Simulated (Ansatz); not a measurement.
**How Pt(111) screens a field**

Aim: image plane and induced charge of Pt(111).

Method: plane-wave DFT, r2SCAN, Ansatz PAW, in the first sound run; inputs show where later runs differ, in Ansatz 0.2.0.

**1. The system as given**

The cell holds 9 atoms: 9 Pt. Its edges and angles: a = 2.772 Å, b = 2.772 Å, c = 36.106 Å, α = 90.0°, β = 90.0°, γ = 60.0°. Vacuum lies along c.

**2. Single point, field 0**

A sawtooth potential applies the field, turning back in the middle of the vacuum. With the dipole correction the typed value is the field outside the slab. The induced dipole is small, so the SCF threshold is tight.

input.yaml

```yaml
crystal:
  lattice:
    - [2.7718585823, 0.0, 0.0]
    - [1.3859292911, 2.4004999479, 0.0]
    - [0.0, 0.0, 36.1057044418]
  atoms:
    - { symbol: Pt, position: [0.3333333333, 0.3333333333, 0.2492680904] }
    - { symbol: Pt, position: [0.6666666667, 0.6666666667, 0.3119510678] }
    - { symbol: Pt, position: [0.0, 0.0, 0.3746340452] }
    - { symbol: Pt, position: [0.3333333333, 0.3333333333, 0.4373170226] }
    - { symbol: Pt, position: [0.6666666667, 0.6666666667, 0.5] }
    - { symbol: Pt, position: [0.0, 0.0, 0.5626829774] }
    - { symbol: Pt, position: [0.3333333333, 0.3333333333, 0.6253659548] }
    - { symbol: Pt, position: [0.6666666667, 0.6666666667, 0.6880489322] }
    - { symbol: Pt, position: [0.0, 0.0, 0.7507319096] }
kpoints:
  mp_grid: { grid: [24, 24, 1] }
hamiltonian:
  xc: r2scan
scf:
  occupations: { method: fermi_dirac, width: 0.1 }
  convergence: { dr2_threshold: 1.0e-10 }
efield:
  axis: 3
  dipole_correction: true
  ramp_position: 0.97
  ramp_width: 0.06
  amplitude: 0
output:
  forces: true
  write_potential: true
  write_density: true
  volumetric_format: npy
```

Launch:

```console
> ansatz run input.yaml --threads 4 --pin off --max-ram 12288MiB --backend cpu --events-out ev --progress --plain --runs-dir out
```

Output:

```text
Engine: ansatz 0.2.0, aarch64-unknown-linux-gnu
Pseudopotentials: kind: paw
Pseudopotential: Pt, paw, valence charge 18, recommended cutoff 500 eV (meta_gga), Pt.paw.azcp
Functional definition: r2SCAN
  parameter k0 = 0.174
  parameter k1 = 0.065
  parameter a1 = 4.9479
  exchange = r2scan_x(k0 = k0, k1 = k1, a1 = a1)
  correlation = r2scan_c
Crystal: 9 atoms, lattice volume = 240.242 Å³
Basis set: ecut = 500 eV, 5999 PW (Γ), exchange–correlation on 96×96×1080 points (64 copies of the dense FFT grid, shifted against one another)
Bands: 98, of which v1, the nominal top of the filled ones, is band 81 counted from 1 (80 counted from 0)
Symmetry: 6 space group operations
k-points: 61 of 576 (time reversal used)
Non-local potential: Pt, projectors of the file, l = 0: 3, l = 1: 2, l = 2: 2, l = 3: 1
PAW form: soft (Blöchl's): semilocal exchange-correlation on the pseudo side does not see the compensation charge
PAW frozen core: Pt, regenerated for the run's functional (the file was generated under x = pbe(κ = 0.804, μ = 0.219515), c = pbe(β = 0.066725))
PAW one-centre angular grid: Pt, 590 points (default); XC on 160 Gauss nodes
Initial density: superposition of atomic densities (neutral atoms: chi_scale 0, normalization atom), corrected by the library's trained network
Initial wavefunctions: pseudopotential atomic-orbital guess
Functional: x = r2scan, c = r2scan; τ floored in thin density (d = 2e-4 eV/Å³)
SCF iter   1: F=—  HF=-112829.998423 eV  |F-HF|=—  |Δ(HF+E_count)|=         —  Δρ=1.89e-2  dr2=1.79e1  dr2_τ=1.74e-1  ethr=1.77e-3  p=0.000 e·Å  D=2.29e-13 V/Å  ΔV_dip=-0.00 eV  dr2_dipole=2.15e-8  V_vac-E_F(+/−)=5.51/5.51 eV  ⟨swp⟩=8.2  Hψ=26002  notcnv=0  defer=110
efield: sawtooth ramp at fractional position 0.9700 (set: `efield.ramp_position`, or a place that a band, a saddle search or an elastic batch's reference lends), width 0.0600; the density the first Hamiltonian is built on has a dipole p = 0.000 e·Å; the dipole correction subtracts the counter field D = 2.29e-13 V/Å, which shifts the + side's vacuum level by -0.00 eV against the − side's; the planar-averaged density in the ramp window peaks in size at 9.8e-6 e/Å³
preconditioner: auto → LDOS  [metal: Δε(μ)=0.004 eV  Ē_g=8.544 eV  σ=0.100 eV  W_gap=0.01  n_scr=28 (ndim 8)  ℏωp=22.7 eV  f_vac=0.409  D(μ)=14.99/eV (n_scr^D=188)  β→1.0]
SCF iter   2: F=—  HF=-112829.983943 eV  |F-HF|=—  |Δ(HF+E_count)|=   1.45e-2  Δρ=9.06e-3  dr2=3.52e-1  dr2_τ=7.85e-2  ethr=1.77e-3  p=0.000 e·Å  D=9.08e-6 V/Å  ΔV_dip=-0.00 eV  dr2_dipole=1.86e-9  V_vac-E_F(+/−)=5.68/5.68 eV  ⟨swp⟩=3.5  Hψ=10241  notcnv=0  defer=314
SCF iter   3: F=—  HF=-112829.957217 eV  |F-HF|=—  |Δ(HF+E_count)|=   2.67e-2  Δρ=4.11e-3  dr2=7.33e-2  dr2_τ=1.53e-2  ethr=2.17e-4  p=0.000 e·Å  D=2.02e-6 V/Å  ΔV_dip=-0.00 eV  dr2_dipole=8.30e-10  V_vac-E_F(+/−)=5.72/5.72 eV  ⟨swp⟩=3.0  Hψ=13138  notcnv=0  defer=314
SCF iter   4: F=—  HF=-112829.943501 eV  |F-HF|=—  |Δ(HF+E_count)|=   1.37e-2  Δρ=6.28e-4  dr2=3.37e-3  dr2_τ=1.15e-4  ethr=4.52e-5  p=0.000 e·Å  D=2.79e-6 V/Å  ΔV_dip=-0.00 eV  dr2_dipole=1.63e-10  V_vac-E_F(+/−)=5.75/5.75 eV  ⟨swp⟩=2.1  Hψ=9269  notcnv=0  defer=314
SCF iter   5: F=—  HF=-112829.943366 eV  |F-HF|=—  |Δ(HF+E_count)|=   1.35e-4  Δρ=3.41e-4  dr2=1.50e-3  dr2_τ=2.06e-5  ethr=2.08e-6  p=0.000 e·Å  D=1.34e-6 V/Å  ΔV_dip=-0.00 eV  dr2_dipole=4.73e-10  V_vac-E_F(+/−)=5.73/5.73 eV  ⟨swp⟩=2.8  Hψ=9228  notcnv=0  defer=314
SCF iter   6: F=—  HF=-112829.943403 eV  |F-HF|=—  |Δ(HF+E_count)|=   3.67e-5  Δρ=1.38e-4  dr2=3.23e-4  dr2_τ=2.33e-6  ethr=9.28e-7  p=0.000 e·Å  D=4.57e-7 V/Å  ΔV_dip=-0.00 eV  dr2_dipole=2.76e-10  V_vac-E_F(+/−)=5.73/5.73 eV  ⟨swp⟩=1.0  Hψ=5743  notcnv=0  defer=314
SCF iter   7: F=—  HF=-112829.943404 eV  |F-HF|=—  |Δ(HF+E_count)|=   1.12e-6  Δρ=4.83e-5  dr2=2.56e-5  dr2_τ=3.64e-7  ethr=1.99e-7  p=-0.000 e·Å  D=-6.63e-8 V/Å  ΔV_dip=0.00 eV  dr2_dipole=1.37e-11  V_vac-E_F(+/−)=5.73/5.73 eV  ⟨swp⟩=1.3  Hψ=5914  notcnv=0  defer=314
SCF iter   8: F=—  HF=-112829.943390 eV  |F-HF|=—  |Δ(HF+E_count)|=   1.36e-5  Δρ=1.41e-5  dr2=9.89e-7  dr2_τ=7.54e-8  ethr=1.58e-8  p=-0.000 e·Å  D=-6.66e-8 V/Å  ΔV_dip=0.00 eV  dr2_dipole=5.60e-13  V_vac-E_F(+/−)=5.73/5.73 eV  ⟨swp⟩=2.1  Hψ=7899  notcnv=0  defer=314
SCF iter   9: F=—  HF=-112829.943612 eV  |F-HF|=—  |Δ(HF+E_count)|=   2.22e-4  Δρ=4.79e-6  dr2=9.48e-8  dr2_τ=6.23e-9  ethr=6.10e-10  p=-0.000 e·Å  D=-2.64e-8 V/Å  ΔV_dip=0.00 eV  dr2_dipole=3.34e-12  V_vac-E_F(+/−)=5.73/5.73 eV  ⟨swp⟩=3.0  Hψ=11839  notcnv=0  defer=314
SCF iter  10: F=—  HF=-112829.943612 eV  |F-HF|=—  |Δ(HF+E_count)|=   1.17e-8  Δρ=2.05e-6  dr2=4.45e-8  dr2_τ=1.21e-9  ethr=5.85e-11  p=-0.000 e·Å  D=-1.80e-8 V/Å  ΔV_dip=0.00 eV  dr2_dipole=1.82e-13  V_vac-E_F(+/−)=5.73/5.73 eV  ⟨swp⟩=2.4  Hψ=9788  notcnv=0  defer=314
[...]
iter 14 met the thresholds in force, and the SCF goes on: an eigenvalue changes by 5.08 meV, over its tolerance of 1.01 meV (output.eigenvalues, Limitations)
SCF iter  14: F=-112829.943612 eV  HF=-112829.943612 eV  |F-HF|=3.49e-10  |Δ(HF+E_count)|=  4.80e-10  Δρ=3.67e-8  dr2=9.88e-12  dr2_τ=5.47e-13  ethr=1.00e-12  p=-0.000 e·Å  D=-8.89e-10 V/Å  ΔV_dip=0.00 eV  dr2_dipole=2.28e-15  V_vac-E_F(+/−)=5.73/5.73 eV  ⟨swp⟩=7.6  Hψ=32264  notcnv=0
Mixer restart at iter 14: flushing history
SCF iter  15: F=-112829.943612 eV  HF=-112829.943612 eV  |F-HF|=7.07e-9  |Δ(HF+E_count)|=  3.78e-10  Δρ=4.45e-7  dr2=6.13e-9  dr2_τ=6.40e-11  ethr=1.00e-12  p=-0.000 e·Å  D=-5.95e-8 V/Å  ΔV_dip=0.00 eV  dr2_dipole=1.14e-9  V_vac-E_F(+/−)=5.73/5.73 eV  ⟨swp⟩=1.1  Hψ=5672  notcnv=0  κ⁻¹=1.0e0(r=1)
SCF iter  16: F=-112829.943612 eV  HF=-112829.943612 eV  |F-HF|=4.18e-7  |Δ(HF+E_count)|=  4.80e-10  Δρ=1.22e-6  dr2=2.34e-7  dr2_τ=4.83e-10  ethr=1.00e-12  p=0.000 e·Å  D=6.40e-7 V/Å  ΔV_dip=-0.00 eV  dr2_dipole=1.84e-7  V_vac-E_F(+/−)=5.73/5.73 eV  ⟨swp⟩=1.0  Hψ=5664  notcnv=0  κ⁻¹=8.0e-3(r=2)
SCF iter  17: F=-112829.943612 eV  HF=-112829.943612 eV  |F-HF|=4.28e-8  |Δ(HF+E_count)|=  4.07e-10  Δρ=5.96e-7  dr2=3.36e-8  dr2_τ=1.15e-10  ethr=1.00e-12  p=-0.000 e·Å  D=-1.16e-7 V/Å  ΔV_dip=0.00 eV  dr2_dipole=9.15e-9  V_vac-E_F(+/−)=5.73/5.73 eV  ⟨swp⟩=1.0  Hψ=5664  notcnv=0  κ⁻¹=1.4e-3(r=3)
SCF iter  18: F=-112829.943612 eV  HF=-112829.943612 eV  |F-HF|=1.02e-9  |Δ(HF+E_count)|=  1.16e-10  Δρ=2.02e-7  dr2=1.03e-9  dr2_τ=1.35e-11  ethr=1.00e-12  p=0.000 e·Å  D=3.36e-8 V/Å  ΔV_dip=-0.00 eV  dr2_dipole=1.66e-11  V_vac-E_F(+/−)=5.73/5.73 eV  ⟨swp⟩=1.0  Hψ=5664  notcnv=0  κ⁻¹=7.6e-5(r=4)
SCF iter  19: F=-112829.943612 eV  HF=-112829.943612 eV  |F-HF|=8.44e-10  |Δ(HF+E_count)|=  4.37e-11  Δρ=1.61e-7  dr2=5.70e-10  dr2_τ=8.30e-12  ethr=1.00e-12  p=-0.000 e·Å  D=-7.66e-8 V/Å  ΔV_dip=0.00 eV  dr2_dipole=2.47e-11  V_vac-E_F(+/−)=5.73/5.73 eV  ⟨swp⟩=1.0  Hψ=5664  notcnv=0  κ⁻¹=2.3e-5(r=5)
SCF iter  20: F=-112829.943612 eV  HF=-112829.943612 eV  |F-HF|=2.18e-9  |Δ(HF+E_count)|=  2.91e-11  Δρ=2.60e-7  dr2=1.97e-9  dr2_τ=2.21e-11  ethr=1.00e-12  p=0.000 e·Å  D=1.69e-7 V/Å  ΔV_dip=-0.00 eV  dr2_dipole=9.57e-11  V_vac-E_F(+/−)=5.73/5.73 eV  ⟨swp⟩=1.0  Hψ=5664  notcnv=0  κ⁻¹=8.0e-6(r=6)
SCF iter  21: F=-112829.943612 eV  HF=-112829.943612 eV  |F-HF|=1.16e-10  |Δ(HF+E_count)|=  5.82e-11  Δρ=1.64e-8  dr2=2.31e-12  dr2_τ=8.41e-14  ethr=1.00e-12  p=-0.000 e·Å  D=-4.99e-9 V/Å  ΔV_dip=0.00 eV  dr2_dipole=7.77e-15  V_vac-E_F(+/−)=5.73/5.73 eV  ⟨swp⟩=8.8  Hψ=30377  notcnv=0
SCF 1 converged in 21 iterations: F = -112829.943612 eV  dr2 = 2.31e-12
  greatest PAW one-centre occupation: 1.000 electrons in one spin orbital (limit 2), on the Pt atom at site 2 (counted from 0), in its partial waves of l = 0
WARN: The output density's exchange-correlation potential varies sharply where the density is thin. Do not read a vacuum level from v_tot or v_xc, or from such a field of the output density. On a cell that repeats whose density bears no net charge and no dipole along the vacuum's axis use v_es (v_loc + v_h of the components); under efield.dipole_correction with no amplitude use v_es + v_field, which holds any externa [...]
SCF converged after 21 iterations
an eigenvalue changed by more than its tolerance at an iteration that met the thresholds in force, so the SCF went on 2 times, its first undamped step at iteration 14: the last check found none over its tolerance
Free energy (F): -112829.943612 eV
Harris-Foulkes:  -112829.943612 eV  (|F-HF|=1.16e-10)
Internal energy: -112829.461486 eV  (E = F + TS)
E sigma→0 (E₀):  -112829.702549 eV
Entropy (-TS):   -0.482126 eV (-53.570 meV/atom)
Fermi energy:    10.548401 eV
Dipole field:    D = 0.000000 V/Å  (p = 0.000000 e·Å, saw-weighted, corrected)
Work function:   Φ+ = 5.7318 eV   Φ− = 5.7318 eV
Levels:          The Fermi level and band energies are counted from a zero that moves with the ramp; work functions are not
--- Per-component energies (eV) ---
  E_band       = -3340.947356
  E_kinetic    = 5741.496261
  E_local      = -425630.105707  (includes V_loc(G=0)·N_el)
  E_nonlocal   = 1819.504547
  E_hartree    = 210125.653334
  E_xc         = -2250.441748
  E_vxc        = -3037.342123  (∫ρ·V_xc dr)
  E_paw        = -85319.601899  (= ΣΔE_a)
  E_vpaw       = -2680.198895  (= ΣTr[D̂ρ^β])
  E_aug_tail   = 0.001320  (compensation charges beyond the density's cutoff)
  E_vtau       = 194.390585  (kinetic-family band-sum trace: ∫τ·v_τ [+ j·A + Jᵃ·Aᵃ] dr)
  E_efield     = 0.000000  (sawtooth field / dipole correction)
  E_vefield    = 0.000000  (∫n·V_field dr)
  E_ewald      = 182686.115856
  E_core_change = -2.083450  (= ΣΔE_core)
  E_smearing   = -0.482126  (= −TS)
  E_closure    = -0.000000  (closes the sum)
  Σ components = -112829.943612   (vs F -112829.943612, Δ=0.00e0)
--- Forces (eV/Å), atoms counted from 1 ---
  atom   1  Pt     0.00000000     0.00000000    -0.31606747
  atom   2  Pt     0.00000000    -0.00000000     0.20368649
  atom   3  Pt    -0.00000000    -0.00000000    -0.03017494
  atom   4  Pt    -0.00000000     0.00000000    -0.04954977
  atom   5  Pt     0.00000000    -0.00000000     0.00000001
  atom   6  Pt     0.00000000    -0.00000000     0.04954973
  atom   7  Pt     0.00000000     0.00000000     0.03017500
  atom   8  Pt    -0.00000000     0.00000000    -0.20368645
  atom   9  Pt     0.00000000    -0.00000000     0.31606752
  max |Σ_I F_I| component: 1.21e-7 eV/Å
--- Band table (eV; the first three rows and the last of 61) ---
  k-point 0: bands = [... 77 lower, 8.9802, 9.2763, 9.2821, 9.2821, 9.6873, 9.6873, 10.1021, 10.1021, ... 13 higher]
  k-point 1: bands = [... 77 lower, 8.9962, 9.0339, 9.2883, 9.3619, 9.6907, 9.7678, 10.0079, 10.1052, ... 13 higher]
  k-point 2: bands = [... 77 lower, 9.0339, 9.0939, 9.3047, 9.3387, 9.5229, 9.6994, 9.8055, 10.1135, ... 13 higher]
  k-point 60: bands = [... 77 lower, 10.2681, 10.3439, 10.3439, 10.3937, 15.3397, 15.3592, 15.3592, 15.7500, ... 13 higher]
```

It took 2.7 min on 4 threads of Arm Neoverse V2, shared host; peak memory 2 GiB; 11 min of CPU time.

In the SCF lines HF is the Harris–Foulkes energy and dr2 the Hartree energy of the density residual, in eV; the loop may stop once dr2 is under the threshold and the program's other checks hold. Hψ counts applications of the Hamiltonian.

This step gave:

- energy at zero smearing: -112829.7025 eV
- work function, upper face: 5.732 eV
- dipole along the normal: 1.37e-7 e·Å

Running mean over 2.263 Å of the planar mean; the ramp of the sawtooth is left out. The electron's electrostatic potential energy less the Fermi level by z:

z (Å), electron's electrostatic potential energy less the Fermi level (eV) and a bar from the least value:
```
        4        5.7 ##############################
        5        5.7 ##############################
        6        5.7 ##############################
        7        4.7 ############################
        8       -4.8 ############
        9      -11.3 #
       10      -11.8 
       11      -11.9 
       12      -12.0 
       13      -12.0 
       14      -12.0 
       15      -12.0 
       16      -12.0 
       17      -12.0 
       18      -12.0 
       19      -12.0 
       20      -12.0 
       21      -12.0 
       22      -12.0 
       23      -12.0 
       24      -12.0 
       25      -12.0 
       26      -11.8 
       27      -11.4 #
       28       -6.1 ##########
       29        4.3 ############################
       30        5.7 ##############################
       31        5.7 ##############################
       32        5.7 ##############################
```

Force by atom:

| atom | x (eV/Å) | y (eV/Å) | z (eV/Å) | size |
| --- | --- | --- | --- | --- |
| Pt1 | 0.000 | 0.000 | -0.316 | 0.316 |
| Pt2 | 0.000 | 0.000 | 0.204 | 0.204 |
| Pt3 | 0.000 | 0.000 | -0.030 | 0.030 |
| Pt4 | 0.000 | 0.000 | -0.050 | 0.050 |
| Pt5 | 0.000 | 0.000 | 0.000 | 0.000 |
| Pt6 | 0.000 | 0.000 | 0.050 | 0.050 |
| Pt7 | 0.000 | 0.000 | 0.030 | 0.030 |
| Pt8 | 0.000 | 0.000 | -0.204 | 0.204 |
| Pt9 | 0.000 | 0.000 | 0.316 | 0.316 |

The work function of the upper face is 5.73 eV.

**3. Atoms held, field 0.05 V/Å**

input.yaml, as its differences from that of step 2:

```diff
@@ -27,3 +27,3 @@
   ramp_width: 0.06
-  amplitude: 0
+  amplitude: 0.05
 output:
```

Output:

```text
[...]
Crystal: 9 atoms, lattice volume = 240.242 Å³
Basis set: ecut = 500 eV, 5999 PW (Γ), exchange–correlation on 96×96×1080 points (64 copies of the dense FFT grid, shifted against one another)
Bands: 98, of which v1, the nominal top of the filled ones, is band 81 counted from 1 (80 counted from 0)
Symmetry: 6 space group operations
k-points: 61 of 576 (time reversal used)
[...]
k-point 0: bands = [... 77 lower, 8.9801, 9.2762, 9.2820, 9.2820, 9.6872, 9.6872, 10.1020, 10.1020, ... 13 higher]
  k-point 1: bands = [... 77 lower, 8.9961, 9.0339, 9.2883, 9.3618, 9.6906, 9.7678, 10.0078, 10.1051, ... 13 higher]
  k-point 2: bands = [... 77 lower, 9.0338, 9.0939, 9.3046, 9.3386, 9.5228, 9.6993, 9.8054, 10.1135, ... 13 higher]
  k-point 60: bands = [... 77 lower, 10.2680, 10.3437, 10.3440, 10.3937, 15.3397, 15.3591, 15.3592, 15.7499, ... 13 higher]
[key lines of the parts left out:]
SCF converged after 22 iterations
Free energy (F): -112829.944587 eV
Fermi energy:    10.548332 eV
Dipole field:    D = 0.029361 V/Å  (p = 0.038982 e·Å, saw-weighted, corrected)
```

The job ended after 2.6 min (4 threads; peak memory 2.1 GiB; 10 min of CPU time).

The dipole is 0.0390 e·Å.

**4. Atoms held, field -0.05 V/Å**

input.yaml, as its differences from that of step 3:

```diff
@@ -27,3 +27,3 @@
   ramp_width: 0.06
-  amplitude: 0.05
+  amplitude: -0.05
 output:
```

Output:

```text
[...]
Crystal: 9 atoms, lattice volume = 240.242 Å³
Basis set: ecut = 500 eV, 5999 PW (Γ), exchange–correlation on 96×96×1080 points (64 copies of the dense FFT grid, shifted against one another)
Bands: 98, of which v1, the nominal top of the filled ones, is band 81 counted from 1 (80 counted from 0)
Symmetry: 6 space group operations
k-points: 61 of 576 (time reversal used)
[...]
k-point 0: bands = [... 77 lower, 8.9801, 9.2762, 9.2820, 9.2820, 9.6872, 9.6872, 10.1020, 10.1020, ... 13 higher]
  k-point 1: bands = [... 77 lower, 8.9961, 9.0339, 9.2883, 9.3618, 9.6906, 9.7678, 10.0078, 10.1051, ... 13 higher]
  k-point 2: bands = [... 77 lower, 9.0338, 9.0939, 9.3046, 9.3386, 9.5228, 9.6993, 9.8054, 10.1135, ... 13 higher]
  k-point 60: bands = [... 77 lower, 10.2680, 10.3437, 10.3440, 10.3937, 15.3397, 15.3591, 15.3592, 15.7499, ... 13 higher]
[key lines of the parts left out:]
SCF converged after 22 iterations
Free energy (F): -112829.944587 eV
Fermi energy:    10.548332 eV
Dipole field:    D = -0.029360 V/Å  (p = -0.038980 e·Å, saw-weighted, corrected)
```

Elapsed: 2.6 min, on 4 threads; peak memory 2 GiB.

The dipole is -0.0390 e·Å.

**5. Atoms held, field 0.1 V/Å**

input.yaml, as its differences from that of step 4:

```diff
@@ -27,3 +27,3 @@
   ramp_width: 0.06
-  amplitude: -0.05
+  amplitude: 0.1
 output:
```

Output:

```text
[...]
Crystal: 9 atoms, lattice volume = 240.242 Å³
Basis set: ecut = 500 eV, 5999 PW (Γ), exchange–correlation on 96×96×1080 points (64 copies of the dense FFT grid, shifted against one another)
Bands: 98, of which v1, the nominal top of the filled ones, is band 81 counted from 1 (80 counted from 0)
Symmetry: 6 space group operations
k-points: 61 of 576 (time reversal used)
[...]
k-point 0: bands = [... 77 lower, 8.9799, 9.2760, 9.2818, 9.2818, 9.6870, 9.6870, 10.1018, 10.1018, ... 13 higher]
  k-point 1: bands = [... 77 lower, 8.9959, 9.0336, 9.2880, 9.3616, 9.6904, 9.7675, 10.0074, 10.1049, ... 13 higher]
  k-point 2: bands = [... 77 lower, 9.0336, 9.0937, 9.3044, 9.3383, 9.5225, 9.6991, 9.8053, 10.1133, ... 13 higher]
  k-point 60: bands = [... 77 lower, 10.2678, 10.3433, 10.3440, 10.3935, 15.3395, 15.3589, 15.3590, 15.7497, ... 13 higher]
[key lines of the parts left out:]
SCF converged after 26 iterations
Free energy (F): -112829.947510 eV
Fermi energy:    10.548122 eV
Dipole field:    D = 0.058720 V/Å  (p = 0.077961 e·Å, saw-weighted, corrected)
```

The job ended after 2.8 min (4 threads; peak memory 2.1 GiB).

The dipole is 0.0780 e·Å.

**6. Single point, field -0.1 V/Å**

input.yaml, as its differences from that of step 5:

```diff
@@ -27,3 +27,3 @@
   ramp_width: 0.06
-  amplitude: 0.1
+  amplitude: -0.1
 output:
```

Output:

```text
[...]
Crystal: 9 atoms, lattice volume = 240.242 Å³
Basis set: ecut = 500 eV, 5999 PW (Γ), exchange–correlation on 96×96×1080 points (64 copies of the dense FFT grid, shifted against one another)
Bands: 98, of which v1, the nominal top of the filled ones, is band 81 counted from 1 (80 counted from 0)
Symmetry: 6 space group operations
k-points: 61 of 576 (time reversal used)
[...]
k-point 0: bands = [... 77 lower, 8.9799, 9.2760, 9.2818, 9.2818, 9.6870, 9.6870, 10.1018, 10.1018, ... 13 higher]
  k-point 1: bands = [... 77 lower, 8.9959, 9.0336, 9.2880, 9.3616, 9.6904, 9.7675, 10.0074, 10.1049, ... 13 higher]
  k-point 2: bands = [... 77 lower, 9.0336, 9.0937, 9.3044, 9.3383, 9.5225, 9.6991, 9.8053, 10.1133, ... 13 higher]
  k-point 60: bands = [... 77 lower, 10.2678, 10.3433, 10.3440, 10.3935, 15.3395, 15.3589, 15.3590, 15.7497, ... 13 higher]
[key lines of the parts left out:]
SCF converged after 26 iterations
Free energy (F): -112829.947510 eV
Fermi energy:    10.548122 eV
Dipole field:    D = -0.058721 V/Å  (p = -0.077961 e·Å, saw-weighted, corrected)
```

Wall time 2.8 min (4 threads); peak memory 2 GiB; 11 min of CPU time.

The dipole is -0.0780 e·Å.

**7. Atoms held, field 0.2 V/Å**

input.yaml, as its differences from that of step 6:

```diff
@@ -27,3 +27,3 @@
   ramp_width: 0.06
-  amplitude: -0.1
+  amplitude: 0.2
 output:
```

Output:

```text
[...]
Crystal: 9 atoms, lattice volume = 240.242 Å³
Basis set: ecut = 500 eV, 5999 PW (Γ), exchange–correlation on 96×96×1080 points (64 copies of the dense FFT grid, shifted against one another)
Bands: 98, of which v1, the nominal top of the filled ones, is band 81 counted from 1 (80 counted from 0)
Symmetry: 6 space group operations
k-points: 61 of 576 (time reversal used)
[...]
k-point 0: bands = [... 77 lower, 8.9791, 9.2750, 9.2810, 9.2810, 9.6862, 9.6862, 10.1010, 10.1010, ... 13 higher]
  k-point 1: bands = [... 77 lower, 8.9951, 9.0328, 9.2872, 9.3608, 9.6896, 9.7666, 10.0057, 10.1041, ... 13 higher]
  k-point 2: bands = [... 77 lower, 9.0328, 9.0928, 9.3036, 9.3371, 9.5216, 9.6983, 9.8046, 10.1124, ... 13 higher]
  k-point 60: bands = [... 77 lower, 10.2669, 10.3422, 10.3434, 10.3926, 15.3386, 15.3580, 15.3582, 15.7488, ... 13 higher]
[key lines of the parts left out:]
SCF converged after 26 iterations
Free energy (F): -112829.959205 eV
Fermi energy:    10.547285 eV
Dipole field:    D = 0.117454 V/Å  (p = 0.155939 e·Å, saw-weighted, corrected)
```

It took 2.9 min on 4 threads; peak memory 2.1 GiB; 11 min of CPU time.

The dipole is 0.156 e·Å.

[end of part 1 of 2]

[Long decimals in the printed logs are rounded to 6 places.]

[Logs are printed without paths, hosts, clocks, repeated set-up lines and the standing remarks that a program may print on its own settings, such as how far it seeks lower states.]

[Hosts, paths, dates, database ids (printed as entryN), source tags and the programs' standing remarks are cut or masked in the printed files.]

[Maps of the electrostatic potential energy from Ansatz leave out the sawtooth potential of an applied field or a dipole correction, so their vacuum need not be flat; planar profiles and work functions include it.]
